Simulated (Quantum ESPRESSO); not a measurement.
## Collinear magnetic orders of two Fe on Si sites of Si, 3.84 Å apart with Quantum ESPRESSO

Wanted: the moments of two Fe on Si sites of Si, 3.84 Å apart and the energy of each order that was tried.

Calculated with Quantum ESPRESSO 7.5; PBE; plane waves with GBRV 1.5 PBE potentials, no spin-orbit coupling.

## 1. Set-up

The cell holds 16 atoms: 2 Fe and 14 Si. Cell: a = 7.681 Å, b = 7.681 Å, c = 7.681 Å, α = 60.0°, β = 60.0°, γ = 60.0°. It derives from Si.

The lattice constants of the host were typed from memory of published values.

## 2. Run 1 (ferro ++)

The signs are those of the starting moments on the seeded atoms, the atoms that are given a moment.

File pw.in:

```
&CONTROL
  calculation = 'scf'
  prefix = 'pwscf'
  outdir = './tmp'
  pseudo_dir = './pseudo'
  disk_io = 'nowf'
/
&SYSTEM
  ibrav = 0
  celldm(1) = 8
  nat = 16
  ntyp = 2
  ecutwfc = 40
  ecutrho = 280
  nbnd = 64
  occupations = 'smearing'
  smearing = 'fd'
  degauss = 0.00367493
  nspin = 2
  starting_magnetization(1) = 0.2188
  starting_magnetization(2) = 0
/
&ELECTRONS
  conv_thr = 3.2d-08
  electron_maxstep = 150
  mixing_beta = 0.3
/
ATOMIC_SPECIES
Fe     55.8450 fe_pbe_v1.5.uspp.F.UPF
Si     28.0850 si_pbe_v1.uspp.F.UPF
CELL_PARAMETERS alat
   0.0000000000000    1.2828878228553    1.2828878228553
   1.2828878228553    0.0000000000000    1.2828878228553
   1.2828878228553    1.2828878228553    0.0000000000000
ATOMIC_POSITIONS crystal
Fe      0.0000000000    0.0000000000    0.0000000000
Si      0.1250000000    0.1250000000    0.1250000000
Fe      0.0000000000    0.0000000000    0.5000000000
Si      0.1250000000    0.1250000000    0.6250000000
Si      0.0000000000    0.5000000000    0.0000000000
Si      0.1250000000    0.6250000000    0.1250000000
Si      0.0000000000    0.5000000000    0.5000000000
Si      0.1250000000    0.6250000000    0.6250000000
Si      0.5000000000    0.0000000000    0.0000000000
Si      0.6250000000    0.1250000000    0.1250000000
Si      0.5000000000    0.0000000000    0.5000000000
Si      0.6250000000    0.1250000000    0.6250000000
Si      0.5000000000    0.5000000000    0.0000000000
Si      0.6250000000    0.6250000000    0.1250000000
Si      0.5000000000    0.5000000000    0.5000000000
Si      0.6250000000    0.6250000000    0.6250000000
K_POINTS automatic
4 4 4 0 0 0
```

On the command line:

```console
> OMP_NUM_THREADS=1 mpirun -n 4 pw.x -nk 4 -in pw.in > pw.out
```

What it wrote:

```text
Program PWSCF v.7.5 starts

     Found identity + ( -0.0000  0.0000 -0.5000) symmetry
     This is a supercell, fractional translations are disabled
     Message from routine setup:
     using ibrav=0 with symmetry is DISCOURAGED, use correct ibrav instead

     K-points division:     npool     =       4
     Subspace diagonalization in iterative solution of the eigenvalue problem:

     G-vector sticks info
     --------------------
     sticks:   dense  smooth     PW     G-vecs:    dense   smooth      PW
     Sum        4069    2335    649               171471    74129   10849

     Using Slab Decomposition

     bravais-lattice index     =            0
     lattice parameter (alat)  =       8.0000  a.u.
     unit-cell volume          =    2162.0514 (a.u.)^3
     number of atoms/cell      =           16
     number of atomic types    =            2
     number of electrons       =        88.00
     number of Kohn-Sham states=           64
     kinetic-energy cutoff     =      40.0000  Ry
     charge density cutoff     =     280.0000  Ry
     scf convergence threshold =      3.2E-08
     mixing beta               =       0.3000
     number of iterations used =            8  plain     mixing
     Exchange-correlation= SLA  PW   PBE  PBE
                           (   1   4   3   4   0   0   0)

     celldm(1)=   8.000000  celldm(2)=   0.000000  celldm(3)=   0.000000
     celldm(4)=   0.000000  celldm(5)=   0.000000  celldm(6)=   0.000000

     crystal axes: (cart. coord. in units of alat)
               a(1) = (   0.000000   1.282888   1.282888 )
               a(2) = (   1.282888   0.000000   1.282888 )
               a(3) = (   1.282888   1.282888   0.000000 )

     reciprocal axes: (cart. coord. in units 2 pi/alat)
               b(1) = ( -0.389746  0.389746  0.389746 )
               b(2) = (  0.389746 -0.389746  0.389746 )
               b(3) = (  0.389746  0.389746 -0.389746 )

     PseudoPot. # 1 for Fe read from file:
     fe_pbe_v1.5.uspp.F.UPF
     Pseudo is Ultrasoft + core correction, Zval = 16.0
     Generated by new atomic code, or converted to UPF format
     Using radial grid of  861 points,  6 beta functions with:
                l(1) =   0
                l(2) =   0
                l(3) =   1
                l(4) =   1
                l(5) =   2
                l(6) =   2
     Q(r) pseudized with  8 coefficients,  rinner =    1.000   1.000   1.000
                                                       1.000   1.000

     PseudoPot. # 2 for Si read from file:
     si_pbe_v1.uspp.F.UPF
     Pseudo is Ultrasoft + core correction, Zval =  4.0
     Generated by new atomic code, or converted to UPF format
     Using radial grid of  899 points,  6 beta functions with:
                l(1) =   0
                l(2) =   0
                l(3) =   1
                l(4) =   1
                l(5) =   2
                l(6) =   2
     Q(r) pseudized with  8 coefficients,  rinner =    0.900   0.900   0.900
                                                       0.900   0.900

     atomic species   valence    mass     pseudopotential
     Fe               16.00    55.84500     Fe( 1.00)
     Si                4.00    28.08500     Si( 1.00)

     Starting magnetic structure
     atomic species   magnetization
     Fe              0.219
     Si              0.000

      4 Sym. Ops. (no inversion) found

   Cartesian axes

     site n.     atom                  positions (alat units)
         1        Fe     tau(   1) = (   0.0000000   0.0000000   0.0000000  )
         2        Si     tau(   2) = (   0.3207220   0.3207220   0.3207220  )
         3        Fe     tau(   3) = (   0.6414439   0.6414439   0.0000000  )
         4        Si     tau(   4) = (   0.9621659   0.9621659   0.3207220  )
         5        Si     tau(   5) = (   0.6414439   0.0000000   0.6414439  )
         6        Si     tau(   6) = (   0.9621659   0.3207220   0.9621659  )
         7        Si     tau(   7) = (   1.2828878   0.6414439   0.6414439  )
         8        Si     tau(   8) = (   1.6036098   0.9621659   0.9621659  )
         9        Si     tau(   9) = (   0.0000000   0.6414439   0.6414439  )
        10        Si     tau(  10) = (   0.3207220   0.9621659   0.9621659  )
        11        Si     tau(  11) = (   0.6414439   1.2828878   0.6414439  )
        12        Si     tau(  12) = (   0.9621659   1.6036098   0.9621659  )
        13        Si     tau(  13) = (   0.6414439   0.6414439   1.2828878  )
        14        Si     tau(  14) = (   0.9621659   0.9621659   1.6036098  )
        15        Si     tau(  15) = (   1.2828878   1.2828878   1.2828878  )
        16        Si     tau(  16) = (   1.6036098   1.6036098   1.6036098  )

     number of k points=    18  Fermi-Dirac smearing, width (Ry)=  0.0037
                       cart. coord. in units 2pi/alat
        k(    1) = (   0.0000000   0.0000000   0.0000000), wk =   0.0156250
        k(    2) = (   0.0974364   0.0974364  -0.0974364), wk =   0.0625000
        k(    3) = (  -0.1948728  -0.1948728   0.1948728), wk =   0.0312500
        k(    4) = (   0.1948728   0.0000000   0.0000000), wk =   0.0625000
        k(    5) = (  -0.0974364  -0.2923093   0.2923093), wk =   0.1250000
        [... 13 further k-points ...]

     Dense  grid:   171471 G-vectors     FFT dimensions: (  80,  80,  80)

     Smooth grid:    74129 G-vectors     FFT dimensions: (  60,  60,  60)

     Check: negative core charge=   -0.000008
     Generating pointlists ...
     new r_m :   0.2291 (alat units)  1.8332 (a.u.) for type    1
     new r_m :   0.2291 (alat units)  1.8332 (a.u.) for type    2

     Initial potential from superposition of free atoms

     starting charge      85.9906, renormalised to      88.0000
     Starting wfcs are   82 randomized atomic wfcs

     Self-consistent Calculation

     iteration #  1     ecut=    40.00 Ry     beta= 0.30
     Davidson diagonalization with overlap
     ethr =  1.00E-02,  avg # of iterations =  3.9

     total energy              =    -628.37631472 Ry
     estimated scf accuracy    <      16.09591203 Ry

     total magnetization       =     0.97 Bohr mag/cell
     absolute magnetization    =     1.36 Bohr mag/cell

     iteration #  2     ecut=    40.00 Ry     beta= 0.30
     Davidson diagonalization with overlap
     ethr =  1.00E-02,  avg # of iterations =  3.9

     total energy              =    -631.69086355 Ry
     estimated scf accuracy    <      77.57895292 Ry

     total magnetization       =     0.16 Bohr mag/cell
     absolute magnetization    =     0.33 Bohr mag/cell

     iteration #  3     ecut=    40.00 Ry     beta= 0.30
     Davidson diagonalization with overlap
     ethr =  1.00E-02,  avg # of iterations =  5.1

     total energy              =    -634.56952080 Ry
     estimated scf accuracy    <       3.18934531 Ry

     total magnetization       =     5.36 Bohr mag/cell
     absolute magnetization    =     6.12 Bohr mag/cell

     [... further iterations left out ...]

     iteration # 17     ecut=    40.00 Ry     beta= 0.30
     Davidson diagonalization with overlap
     ethr =  9.79E-10,  avg # of iterations =  1.5

     total energy              =    -634.74290386 Ry
     estimated scf accuracy    <       0.00000021 Ry

     total magnetization       =     4.24 Bohr mag/cell
     absolute magnetization    =     5.43 Bohr mag/cell

     iteration # 18     ecut=    40.00 Ry     beta= 0.30
     Davidson diagonalization with overlap
     ethr =  2.42E-10,  avg # of iterations =  2.1

     total energy              =    -634.74290395 Ry
     estimated scf accuracy    <       0.00000007 Ry

     total magnetization       =     4.24 Bohr mag/cell
     absolute magnetization    =     5.43 Bohr mag/cell

     iteration # 19     ecut=    40.00 Ry     beta= 0.30
     Davidson diagonalization with overlap
     ethr =  7.66E-11,  avg # of iterations =  1.8

     total energy              =    -634.74290398 Ry
     estimated scf accuracy    <       0.00000004 Ry

     total magnetization       =     4.24 Bohr mag/cell
     absolute magnetization    =     5.43 Bohr mag/cell

     iteration # 20     ecut=    40.00 Ry     beta= 0.30
     Davidson diagonalization with overlap
     ethr =  4.02E-11,  avg # of iterations =  1.8

     Magnetic moment per site  (integrated on atomic sphere of radius R)
     atom   1 (R=0.229)  charge= 14.1170  magn=  2.1584
     atom   2 (R=0.229)  charge=  1.8055  magn= -0.0717
     atom   3 (R=0.229)  charge= 14.1171  magn=  2.1587
     atom   4 (R=0.229)  charge=  1.8055  magn= -0.0717
     atom   5 (R=0.229)  charge=  1.8157  magn=  0.0147
     atom   6 (R=0.229)  charge=  1.8117  magn= -0.0435
     atom   7 (R=0.229)  charge=  1.8157  magn=  0.0147
     atom   8 (R=0.229)  charge=  1.8117  magn= -0.0435
     atom   9 (R=0.229)  charge=  1.8157  magn=  0.0147
     atom  10 (R=0.229)  charge=  1.8117  magn= -0.0435
     atom  11 (R=0.229)  charge=  1.8157  magn=  0.0147
     atom  12 (R=0.229)  charge=  1.8117  magn= -0.0435
     atom  13 (R=0.229)  charge=  1.8185  magn=  0.0045
     atom  14 (R=0.229)  charge=  1.8225  magn= -0.0036
     atom  15 (R=0.229)  charge=  1.8185  magn=  0.0045
     atom  16 (R=0.229)  charge=  1.8225  magn= -0.0036

     End of self-consistent calculation

     [... lines left out ...]
     the Fermi energy is     6.3813 ev

!    total energy              =    -634.74290400 Ry
     estimated scf accuracy    <       0.00000002 Ry
     smearing contrib. (-TS)   =      -0.00587310 Ry
     internal energy E=F+TS    =    -634.73703089 Ry

     The total energy is F=E-TS. E is the sum of the following terms:
     one-electron contribution =    -480.41697245 Ry
     hartree contribution      =     271.67271919 Ry
     xc contribution           =    -118.34811196 Ry
     ewald contribution        =    -307.64466569 Ry

     total magnetization       =     4.24 Bohr mag/cell
     absolute magnetization    =     5.43 Bohr mag/cell

     convergence has been achieved in  20 iterations

=------------------------------------------------------------------------------=
   JOB DONE.
=------------------------------------------------------------------------------=
```

Elapsed: 3.3 min, on 4 MPI ranks of AMD EPYC 7B13 (Zen 3), shared host; peak memory 1.7 GiB; 13 min of CPU time.

Spin moment in the atom's sphere by atom:

```
atom  spin moment in the atom's sphere (μB)
 Fe1                                   2.16
 Si2                                  -0.07
 Fe3                                   2.16
 Si4                                  -0.07
 Si5                                   0.01
 Si6                                  -0.04
 Si7                                   0.01
 Si8                                  -0.04
 Si9                                   0.01
Si10                                  -0.04
Si11                                   0.01
Si12                                  -0.04
Si13                                   0.00
Si14                                   0.00
Si15                                   0.00
Si16                                   0.00
```

Read from the output:

| Item | Value |
| --- | --- |
| smearing term TS | 0.07991 eV |
| magnetization | 4.24 μB |
| absolute magnetization | 5.431 μB |
| final state | ferromagnetic |

Spin density in the ac plane at fractional y = 0.000, with atoms of Fe and Si within 0.2 Å of it.

Ten even steps from '_' (0.0 e/Å³) to '@' (4.3 e/Å³), each cell a mean:
```
##==____________________________________::
....______________________________________
__________________________________________
__________________________________________
__________________________________________
__________________________________________
__________________________________________
__________________________________________
..____________________________________....
**..__________________________________..**
@@--____________________________________++
==::____________________________________..
__________________________________________
__________________________________________
__________________________________________
__________________________________________
__________________________________________
__________________________________________
__________________________________________
::____________________________________..==
@@::__________________________________..##
```
Columns run along a (7.7 Å), rows up along c (7.7 Å). Atoms in or near the plane, at fractional coordinates: Fe at (0.00, 0.00), Fe at (0.00, 0.50), Si at (0.50, 0.00), Si at (0.50, 0.50).

Valence density in the ac plane at fractional y = 0.000, with atoms of Fe and Si within 0.2 Å of it. It is the smooth field of the valence electrons, not physical close to the nuclei.

Ten steps, logarithmic in the rise over the least value, from '0' (0 e/Å³) to '9' (22 e/Å³), each cell a mean:
```
994100011122111000138
664100000111111000013
232100000012211000001
112100000011211000000
111110000001121100000
111111000001111110000
111111111111111111111
211111111112211111222
532111222112221112357
962111122031221111379
984100111143111001159
884100001110111000026
443100000112211000002
122100000012211000000
111110000001221000000
111111000001111100000
111111100011111110000
111111111111111111111
321111222112221112244
842111122011221112369
983111112142111111269
```
Columns run along a (7.7 Å), rows up along c (7.7 Å). Atoms in or near the plane, at fractional coordinates: Fe at (0.00, 0.00), Fe at (0.00, 0.50), Si at (0.50, 0.00), Si at (0.50, 0.50).

(Part 1 of 2 ends here.)

[Logs and program files are shortened in this print: banners, set-up blocks, solver, clock and traceback lines can be left out without a mark of their own.]

[Logs are printed without paths, hosts, clocks, repeated set-up lines and the standing remarks that a program may print on its own settings, such as how far it seeks lower states.]

[Hosts, paths, dates, database ids (printed as entryN), source tags and the programs' standing remarks are cut or masked in the printed files.]

[Where a cell is said to come from a database of computed structures, the database is the Materials Project.]
